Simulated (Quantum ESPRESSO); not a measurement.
# Core-hole calculation of the O K edge in Ho2BiO2 (I4/mmm), part 2 of 3

What does one-electron theory with a core hole give for the O K edge of Ho2BiO2 (I4/mmm)?

Quantum ESPRESSO 7.5; X-ray absorption near-edge structure, plane-wave PAW LDA, one-electron final states by a Lanczos continued fraction.

So far. Step 2 (The field without a hole): The mesh shows no gap, so the system is treated as a metal and the core electron is put at the Fermi level (neutral cell). Step 3 (Spectrum without a core hole, ): The time allowed ran out, so this step gives no result.

### 6. Supercell with XCH, O atom 4

Level of this step: plane-wave PAW DFT, LDA, scalar-relativistic, self-consistent field (Quantum ESPRESSO).

The holes are 5.4 Å apart. The excited electron is kept in the cell, where it fills the lowest empty states and screens the hole.

The absorber has 4 Ho at 2.21 Å (distorted tetrahedral, site symmetry -4m2).

Contents of scf.in:

```
&control
   calculation='scf', prefix='x', pseudo_dir='../pp', outdir='tmp', tprnfor=.true.
/
&system
   ibrav=0, nat=10, ntyp=4, nbnd=61
   ecutwfc=50, ecutrho=510
   occupations='smearing', smearing='mv', degauss=0.015
/
&electrons
   conv_thr=1.0e-07, electron_maxstep=120
   mixing_beta=0.5
/
ATOMIC_SPECIES
Bi 1.0 Bi.lda-dn-kjpaw.UPF
Ho 1.0 Ho.lda-spdn-kjpaw.UPF
O0 1.0 O.lda-n-kjpaw-1sch.UPF
O 1.0 O.lda-n-kjpaw.UPF
CELL_PARAMETERS angstrom
  3.83980342 -3.83980342 0.00000000
  3.83980342 3.83980342 0.00000000
  -1.91990171 1.91990171 6.69739215
ATOMIC_POSITIONS crystal
Bi   0.00000000 0.00000000 0.00000000
Bi   0.50000000 0.50000000 0.00000000
Ho   0.33134614 0.00000000 0.66269228
Ho   0.83134614 0.50000000 0.66269228
Ho   0.66865386 0.00000000 0.33730772
Ho   0.16865386 0.50000000 0.33730772
O0   0.50000000 0.25000000 0.50000000
O    0.00000000 0.75000000 0.50000000
O    0.00000000 0.25000000 0.50000000
O    0.50000000 0.75000000 0.50000000
K_POINTS automatic
5 5 5 0 0 0
```

On the command line:

```console
$ OMP_NUM_THREADS=1 mpirun --oversubscribe --bind-to none -np 4 pw.x -nk 4 -in scf.in > scf.out
```

Output:

```text
     [... banner and references ...]
[banner, memory and clock lines left out]
using ibrav=0 with symmetry is DISCOURAGED, use correct ibrav instead

     G-vector sticks info

     bravais-lattice index     =            0
     lattice parameter (alat)  =      10.2618  a.u.
     unit-cell volume          =    1332.7550 (a.u.)^3
     number of atoms/cell      =           10
     number of atomic types    =            4
     number of electrons       =        99.00
     number of Kohn-Sham states=           61
     kinetic-energy cutoff     =      50.0000  Ry
     charge density cutoff     =     510.0000  Ry
     scf convergence threshold =      1.0E-07
     mixing beta               =       0.5000
     number of iterations used =            8  plain     mixing
     Exchange-correlation= SLA  PZ   NOGX NOGC
                           (   1   1   0   0   0   0   0)

     celldm(1)=  10.261784  celldm(2)=   0.000000  celldm(3)=   0.000000
     celldm(4)=   0.000000  celldm(5)=   0.000000  celldm(6)=   0.000000

     crystal axes: (cart. coord. in units of alat)
               a(1) = (   0.707107  -0.707107   0.000000 )
               a(2) = (   0.707107   0.707107   0.000000 )
               a(3) = (  -0.353553   0.353553   1.233337 )

     reciprocal axes: (cart. coord. in units 2 pi/alat)
               b(1) = (  0.707107 -0.707107  0.405404 )
               b(2) = (  0.707107  0.707107  0.000000 )
               b(3) = ( -0.000000  0.000000  0.810808 )

     PseudoPot. #1 for Bi:     Pseudo is Projector augmented-wave + core cor, Zval = 15.0

     PseudoPot. #2 for Ho:     Pseudo is Projector augmented-wave + core cor, Zval = 11.0

[...]
End of self-consistent calculation

          k = 0.0000 0.0000 0.0000 (  8005 PWs)   bands (ev):

   -38.3151 -38.2699 -38.2697 -38.2575 -15.2981 -14.0646 -13.8564 -13.4008
   -13.3983 -13.2824 -13.2008 -13.1888 -13.1046 -13.0195 -13.0192 -13.0117
   -11.3578 -10.2628 -10.2465 -10.2404 -10.2391 -10.2330 -10.2247 -10.2245
   -10.2144 -10.2012 -10.1712  -7.6567  -6.9377  -6.6976   0.6706   1.0225
     1.0454   1.1749   2.1242   4.7763   4.7971   4.8914   5.8822   5.8978
     6.1757   6.8900   7.1764   7.1797   8.8117   8.8552   9.7999  10.2545
    12.3508  12.4948  12.5259  12.9301  12.9832  13.1184  13.3150  13.4045
    13.6031  14.0599  14.4704  14.6225  15.6312

     [... bands of 26 further k-points ...]

     the Fermi energy is    12.1780 ev

!    total energy              =   -4288.69641749 Ry
     total all-electron energy =   -187504.954653 Ry
     estimated scf accuracy    <       0.00000008 Ry
     smearing contrib. (-TS)   =       0.00031953 Ry
     internal energy E=F+TS    =   -4288.69673702 Ry

     The total energy is F=E-TS. E is the sum of the following terms:
     one-electron contribution =    -222.42865742 Ry
     hartree contribution      =     173.90203771 Ry
     xc contribution           =    -327.73301463 Ry
     ewald contribution        =    -549.87221012 Ry
     one-center paw contrib.   =   -3362.56489256 Ry

     convergence has been achieved in  12 iterations

     Forces acting on atoms (cartesian axes, Ry/au):

     atom    1 type  1   force =     0.00000870    0.00000870    0.00000000
     atom    2 type  1   force =    -0.00000870   -0.00000870   -0.00000000
     atom    3 type  2   force =    -0.06988443    0.00094146    0.04353343
[...]
atom    9 type  4   force =     0.00000000    0.00000000    0.00000000
     atom   10 type  4   force =     0.00000000    0.00000000    0.00000000

     Total force =     0.164680     Total SCF correction =     0.000591

     XML data file, charge density, pseudopotentials, collected wavefunctions
```

Run time: 91 s. Hardware: 4 MPI ranks of Arm Neoverse V2, shared host; peak memory 0.44 GiB.

Energy with the hole: -2551134.872 eV, cores included.

### 7. Spectrum with XCH, O atom 4

The Lanczos recursion gives the spectrum without computing empty bands; each polarisation needs a run of its own on the full k mesh. xe0 is set between filled and empty states, and states below it are cut, here at the Fermi level, which holds the excited electron. The file of filecore holds the core orbital, taken from the hole-free data set.

Contents of xspectra.in:

```
&input_xspectra
   calculation='xanes_dipole', edge='K'
   prefix='x', outdir='tmp', xiabs=3, xe0=12.178
   xonly_plot=.false., x_save_file='xanes.sav'
   xniter=3000, xcheck_conv=20, xerror=0.005
   xcoordcrys=.false., xepsilon(1)=1, xepsilon(2)=0, xepsilon(3)=0
/
&plot
   xnepoint=413, xemin=-10, xemax=45, terminator=.true., cut_occ_states=.true.
   xgamma=0.4
/
&pseudos
   filecore='../O.wfc'
/
&cut_occ
   cut_desmooth=0.1, cut_stepl=0.05, cut_stepu=0.05, cut_ierror=1e-5
/
6 6 6 0 0 0
```

xspectra_1.in, as its differences from xspectra.in of step 7:

```diff
@@ -5,3 +5,3 @@
    xniter=3000, xcheck_conv=20, xerror=0.005
-   xcoordcrys=.false., xepsilon(1)=1, xepsilon(2)=0, xepsilon(3)=0
+   xcoordcrys=.false., xepsilon(1)=0, xepsilon(2)=0, xepsilon(3)=1
 /
```

On the command line:

```console
$ OMP_NUM_THREADS=1 mpirun --oversubscribe --bind-to none -np 4 xspectra.x -nk 4 -in xspectra.in > xspectra.out
```

Output:

```text
     [... banner and references ...]
Reading input_file

     calculation: xanes_dipole

     xepsilon  [cartesian coordinates]:   1.000000   0.000000   0.000000

     xonly_plot: FALSE
        => complete calculation: Lanczos + spectrum plot

     filecore (core-wavefunction file): ../O.wfc

     main plot parameters:
        cut_occ_states: TRUE
        gamma_mode:  constant
        -> using xgamma [eV]:  0.40
        xemin [eV]: -10.00
        xemax [eV]:  45.00
        xnepoint:  413
        xe0 [eV]:  12.178000 (energy zero read in input file)

     WARNING: variable ef_r is obsolete

                      Reading SCF save directory: x.save

     tmp/x.save/

     Exchange-correlation= PZ
                           (   1   1   0   0   0   0   0)

     G-vector sticks info

                           Getting the Fermi energy

     From SCF save directory:
        ehomo [eV]:   12.5318 (highest occupied level)
        elumo [eV]:   12.5441 (lowest occupied level)
        ef    [eV]:   12.5318

     -> ef (in eV) will be written in x_save_file

                           Energy zero of the spectrum

     -> ef will NOT be used as energy zero of the spectrum
       (because xe0 read in input file)

     G-vector sticks info

     bravais-lattice index     =            0
     lattice parameter (alat)  =      10.2618  a.u.
     unit-cell volume          =    1332.7550 (a.u.)^3
     number of atoms/cell      =           10
     number of atomic types    =            4
     number of electrons       =        99.00
     number of Kohn-Sham states=           61
     kinetic-energy cutoff     =      50.0000  Ry
     charge density cutoff     =     510.0000  Ry
     Exchange-correlation= PZ
                           (   1   1   0   0   0   0   0)

     celldm(1)=  10.261784  celldm(2)=   0.000000  celldm(3)=   0.000000
     celldm(4)=   0.000000  celldm(5)=   0.000000  celldm(6)=   0.000000

     crystal axes: (cart. coord. in units of alat)
               a(1) = (   0.707107  -0.707107   0.000000 )
               a(2) = (   0.707107   0.707107   0.000000 )
               a(3) = (  -0.353553   0.353553   1.233337 )

     reciprocal axes: (cart. coord. in units 2 pi/alat)
               b(1) = (  0.707107 -0.707107  0.405404 )
               b(2) = (  0.707107  0.707107  0.000000 )
               b(3) = ( -0.000000  0.000000  0.810808 )

     PseudoPot. #1 for Bi:     Pseudo is Projector augmented-wave + core cor, Zval = 15.0

     PseudoPot. #2 for Ho:     Pseudo is Projector augmented-wave + core cor, Zval = 11.0

     ../pp/O.lda-n-kjpaw-1sch.UPF
     Pseudo is Projector augmented-wave + core cor, Zval =  7.0
     Shape of augmentation charge: PSQ
     Using radial grid of 1095 points,  4 beta functions with:
                l(1) =   0
                l(2) =   0
                l(3) =   1
                l(4) =   1
     Q(r) pseudized with 0 coefficients

     ../pp/O.lda-n-kjpaw.UPF
     Pseudo is Projector augmented-wave + core cor, Zval =  6.0
     Shape of augmentation charge: PSQ
     Using radial grid of 1095 points,  4 beta functions with:
                l(1) =   0
                l(2) =   0
                l(3) =   1
                l(4) =   1
     Q(r) pseudized with 0 coefficients

     atomic species   valence    mass     pseudopotential
     Bi               15.00     1.00000     Bi( 1.00)
     Ho               11.00     1.00000     Ho( 1.00)
     O0                7.00     1.00000     O ( 1.00)
     O                 6.00     1.00000     O ( 1.00)

      4 Sym. Ops. (no inversion) found

   Cartesian axes

     site n.     atom                  positions (alat units)
         1        Bi     tau(   1) = (   0.0000000   0.0000000   0.0000000  )
         2        Bi     tau(   2) = (   0.7071068   0.0000000   0.0000000  )
         3        Ho     tau(   3) = (   0.0000000  -0.0000000   0.8173229  )
         4        Ho     tau(   4) = (   0.7071068   0.0000000   0.8173229  )
         5        Ho     tau(   5) = (   0.3535534  -0.3535534   0.4160141  )
         6        Ho     tau(   6) = (   0.3535534   0.3535534   0.4160141  )
         7        O0     tau(   7) = (   0.3535534   0.0000000   0.6166685  )
         8        O      tau(   8) = (   0.3535534   0.7071068   0.6166685  )
         9        O      tau(   9) = (   0.0000000   0.3535534   0.6166685  )
        10        O      tau(  10) = (   0.7071068   0.3535534   0.6166685  )

     number of k points=   216  Marzari-Vanderbilt smearing, width (Ry)=  0.0150

     Number of k-points >= 100: set verbosity='high' to print them.

     Dense  grid:   259091 G-vectors     FFT dimensions: (  80,  80, 100)

     Smooth grid:    63725 G-vectors     FFT dimensions: (  48,  48,  64)

     The potential is recalculated from file :
     tmp/x.save/charge-density

     Starting wfcs are   86 atomic wfcs
     Checking if some PAW data can be deallocated...

               Reading core wavefunction file for the absorbing atom

     ../O.wfc successfully read

                              Attributing the PAW radii
                     for the absorbing atom [units: Bohr radius]

        PAW proj 1: r_paw(l= 0)= 1.95  (1.5*r_cut)
        PAW proj 2: r_paw(l= 0)= 1.95  (1.5*r_cut)
        PAW proj 3: r_paw(l= 1)= 2.03  (1.5*r_cut)
        PAW proj 4: r_paw(l= 1)= 2.03  (1.5*r_cut)

        NB: The calculation will not necessary use all these r_paw values.
            - For a edge in the electric-dipole approximation,
              only the r_paw(l=1) values are used.
            - For a K edge in the electric-quadrupole approximation,
              only the r_paw(l=2) values are used.

            - For a L2 or L3 edge in the electric-quadrupole approximation,

              all projectors (s, p and d) are used.

                          Starting XANES calculation
                     in the electric dipole approximation

     Method of calculation based on the Lanczos recursion algorithm
        - STEP 1: Construction of a kpoint-dependent Lanczos basis,
          in which the Hamiltonian is tridiagonal (each 'iter'
          corresponds to the calculation of one more Lanczos vector)
        - STEP 2: Calculation of the cross-section as a continued fraction
          averaged over the k-points.

     ... Begin STEP 1 ...

        Radial transition matrix element(s) used in the calculation of the
        initial vector of the Lanczos basis (|tilde{phi}_abs> normalized)
        | For PAW proj. (l=1) #1: radial matrix element =   0.161351071
        | For PAW proj. (l=1) #2: radial matrix element =   0.207521030

NB: the    54 k-point are not all listed below because npool=  4
        |-------------------------------------------------------------
        ! k-point #     1:  ( 0.0000,  0.0000,  0.0000),  0.0093,   1
        |-------------------------------------------------------------
 okvan= T
        |   Norm of the initial Lanczos vector: 0.11108162E+00
        |   Estimated error at iter     20:   1.00524231
        |   Estimated error at iter     40:   0.53569163
        |   Estimated error at iter     60:   0.11662521
        |   Estimated error at iter     80:   0.14784768
        |   Estimated error at iter    100:   0.03951559
[...]
!   => CONVERGED at iter    360 with error=  0.00125345
        |-------------------------------------------------------------
        ! k-point #     2:  ( 0.0000,  0.0000,  0.1351),  0.0093,   1
        |-------------------------------------------------------------
 okvan= T
        |   Norm of the initial Lanczos vector: 0.11106867E+00
[...]
!   => CONVERGED at iter    240 with error=  0.00374512
        |-------------------------------------------------------------
     [... 51 further k-points ...]
        ! k-point #    54:  ( 0.3536,  0.1179,  0.7432),  0.0093,   1
        |-------------------------------------------------------------
 okvan= T
        |   Norm of the initial Lanczos vector: 0.11106858E+00
[...]
|   Estimated error at iter    320:   0.01112221
        |   Estimated error at iter    340:   0.01242608
        |   Estimated error at iter    360:   0.01237969
        !   => CONVERGED at iter    380 with error=  0.00425495

     Results of STEP 1 successfully written in x_save_file
     x_save_file name:
     ->  xanes.sav
     x_save_file version:  2

     ... End STEP 1 ...

     ... Begin STEP 2 ...

     The spectrum is calculated using the following parameters:
        xe0 [eV]:   12.1780
        the occupied states are elimintate from the spectrum
        xemin [eV]: -10.00
        xemax [eV]:  45.00
        xnepoint:  413
        constant broadening parameter [eV]:    0.400
        Core level energy [eV]:  -543.1
         (from electron binding energy of neutral atoms in X-ray data booklet)

     Cross-section successfully written in xanes.dat

     ... End STEP 2 ...

                                END JOB XSpectra
```

It took 6 min on 4 MPI ranks; peak memory 0.32 GiB; 24 min of CPU time.

The O K spectrum, O atom 4, excited-electron core hole (neutral cell) (energy from the energy zero of the input (xe0, at the border of filled and empty states); intensity scaled to a mean of 1 over the first 20 eV; the points at xe0, where the cut of filled states can leave a spike, are interpolated; polarised curves are means over the symmetry-equivalent atoms):

```
E (eV)  isotropic  ε ⊥ c  ε ∥ c
  -2.0       0.07   0.07   0.08
  -1.4       0.10   0.09   0.11
  -0.8       0.15   0.14   0.18
  -0.2       0.34   0.30   0.40
   0.4       0.72   0.61   0.93
   1.0       1.49   1.18   2.09
   1.6       1.71   1.58   1.95
   2.2       1.30   1.24   1.43
   2.8       1.08   0.97   1.30
   3.4       1.35   1.35   1.36
   4.0       1.98   1.94   2.05
   4.6       1.84   1.75   2.03
   5.2       1.40   1.53   1.15
   5.8       1.01   1.14   0.76
   6.4       0.86   0.90   0.79
   7.0       0.78   0.79   0.75
   7.6       0.76   0.84   0.60
   8.2       0.77   0.90   0.50
   8.8       0.86   1.06   0.46
   9.4       1.07   1.29   0.62
  10.0       1.11   1.24   0.86
  10.6       1.19   1.30   0.95
  11.2       1.12   1.28   0.79
  11.8       0.96   1.16   0.58
  12.4       0.89   1.02   0.64
  13.0       0.92   0.94   0.88
  13.6       0.96   0.96   0.94
  14.2       0.82   0.80   0.86
  14.8       0.69   0.63   0.81
  15.4       0.70   0.62   0.86
  16.0       0.66   0.61   0.76
  16.6       0.68   0.62   0.78
  17.2       0.75   0.71   0.81
  17.8       0.73   0.73   0.73
  18.4       0.66   0.66   0.65
  19.0       0.67   0.61   0.81
  19.6       0.70   0.55   1.00
  20.2       0.69   0.56   0.96
  20.8       0.70   0.53   1.05
  21.4       0.72   0.56   1.04
  22.0       0.66   0.54   0.89
  22.6       0.74   0.63   0.95
  23.2       0.74   0.69   0.82
  23.8       0.70   0.71   0.68
  24.4       0.72   0.75   0.65
  25.0       0.70   0.73   0.64
  25.6       0.63   0.65   0.57
  26.2       0.59   0.62   0.53
  26.8       0.59   0.61   0.53
  27.4       0.59   0.62   0.54
  28.0       0.61   0.62   0.57
  28.6       0.67   0.63   0.75
  29.2       0.69   0.64   0.80
  29.8       0.66   0.67   0.64
  30.4       0.64   0.69   0.56
  31.0       0.72   0.79   0.58
  31.6       0.77   0.89   0.53
```

Main maxima below 24 eV (height): 1.5 eV (1.74), 4.2 eV (2.06), 10.8 eV (1.21), 13.6 eV (0.96), 17.5 eV (0.76) and 22.8 eV (0.75). A K edge sees empty p states on the absorber.

The total-energy difference is 534.88 eV. One term is added: -8.83 eV, since the hole is spin-paired here and a spin-polarised one costs that much less in the free atom (computed apart). The photon energy is then 526.05 eV. The functional leaves an error in such absolute values: in the free atom LDA prices this hole 4.1 eV below PBE (computed apart), and PBE is itself good to a few eV.

### 8. Another broadening

The final state's lifetime shortens with energy, so measured features broaden above the edge; the saved Lanczos coefficients are redrawn with a width that grows.

Contents of xspectra_plot.in:

```
&input_xspectra
   calculation='xanes_dipole', edge='K'
   prefix='x', outdir='tmp', xiabs=3, xe0=12.178
   xonly_plot=.true., x_save_file='xanes.sav'
   xniter=3000, xcheck_conv=20, xerror=0.005
   xcoordcrys=.false., xepsilon(1)=1, xepsilon(2)=0, xepsilon(3)=0
/
&plot
   xnepoint=413, xemin=-10, xemax=45, terminator=.true., cut_occ_states=.true.
   gamma_mode='variable', gamma_energy(1)=4, gamma_energy(2)=25, gamma_value(1)=0.3, gamma_value(2)=2.5
/
&pseudos
   filecore='../O.wfc'
/
&cut_occ
   cut_desmooth=0.1, cut_stepl=0.05, cut_stepu=0.05, cut_ierror=1e-5
/
6 6 6 0 0 0
```

On the command line:

```console
$ OMP_NUM_THREADS=1 xspectra.x -in xspectra_plot.in > xspectra_plot.out
```

Output:

```text
     [... banner and references ...]
Reading input_file
     -------------------------------------------------------------------------

     calculation: xanes_dipole

     xonly_plot: TRUE
        => only the spectrum plot

     main plot parameters:
        cut_occ_states: TRUE
        gamma_mode:  variable
        -> first, constant up to point ( 4.00, 0.30) [eV]
        -> then, linear up to point (25.00, 2.50) [eV]
        -> finally, constant up to xemax
        xemin [eV]: -10.00
        xemax [eV]:  45.00
        xnepoint:  413
[...]
xemin [eV]: -10.00
        xemax [eV]:  45.00
        xnepoint:  413
        energy-dependent broadening parameter:
         -> first, constant up to point ( 4.00, 0.30) [eV]
         -> then, linear up to point (25.00, 2.50) [eV]
         -> finally, constant up to xemax
        Core level energy [eV]:  -543.1
         (from electron binding energy of neutral atoms in X-ray data booklet)

     Cross-section successfully written in xanes.dat

     -------------------------------------------------------------------------
                                END JOB XSpectra
     -------------------------------------------------------------------------
[key lines of the parts left out:]
Fermi level [eV]:  12.5318
```

The job ended after 5.6 s (1 MPI rank; peak memory 0.05 GiB).

With a Lorentzian half width 0.3 eV up to 4 eV, rising linearly to 2.5 eV at 25 eV, the maxima are 1.5 eV (1.87), 4.2 eV (2.22) and 10.6 eV (1.05).

(Part 2 of 3 ends here.)

[Banner, clock and machine lines of the logs are left out without a mark of their own.]

[Logs are printed without paths, hosts, clocks, repeated set-up lines and the standing remarks that a program may print on its own settings, such as how far it seeks lower states.]

[Hosts, paths, dates, database ids (printed as entryN), source tags and the programs' standing remarks are cut or masked in the printed files.]

[Lists of maxima count a maximum above −3 eV only where it reaches 4 % of the highest in the window and stands out from its surroundings by 2 % of it (1.5 % where it reaches 55 %); shoulders and weaker maxima are passed over, and of the rest the first, up to two pre-edge ones and the few strongest are named.]
